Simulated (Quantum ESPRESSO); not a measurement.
Entries from a set of simulations; values are calculated unless marked as measured.

```json
{"subject": "E(M) of BeCo", "lattice_ang": [[2.606, 0.0, 0.0], [0.0, 2.606, 0.0], [0.0, 0.0, 2.606]], "atoms": [["Be", 0.0, 0.0, 0.0], ["Co", 0.5, 0.5, 0.5]], "method": "LDA; plane waves with GBRV 1.5 LDA potentials, no spin-orbit coupling (and 1 further level or step)", "program": "Quantum ESPRESSO 7.5", "settings_of_one_run": "GBRV 1.5 LDA, potential files Be: be_lda_v1.4.uspp.F.UPF, Co: co_lda_v1.2.uspp.F.UPF, cutoff 489.8 eV, 10×10×10 k-mesh, 18 bands, Gaussian occupations, smearing width 0.136 eV, collinear spin, SCF threshold 4.00e-9, starting moments 0 2 μB", "cost": "13 runs, 68 s in all on 2 MPI ranks of Arm Neoverse V1, shared host (the runs of this entry)", "notes": "The run is spin-polarised, with a total moment of 0.36 μB a cell (absolute 0.42). The cell holds one seeded atom, so opposed orders, which may lie lower, cannot form in it.", "results": {"moment_of_the_free_run": "0.37 μB a cell", "energy_at_zero_total_moment": "6.13 meV a cell over the lowest", "delta_e_delta_m2_from_the_lowest_point_to_0p58_and_to_0p19_mu_b": "256 and 122 meV/μB²"}}
```

[Logs and program files are shortened in this print: banners, set-up blocks, solver, clock and traceback lines can be left out without a mark of their own.]

[Logs are printed without paths, hosts, clocks, repeated set-up lines and the standing remarks that a program may print on its own settings, such as how far it seeks lower states.]

[Hosts, paths, dates, database ids (printed as entryN), source tags and the programs' standing remarks are cut or masked in the printed files.]

[Where a cell is said to come from a database of computed structures, the database is the Materials Project.]
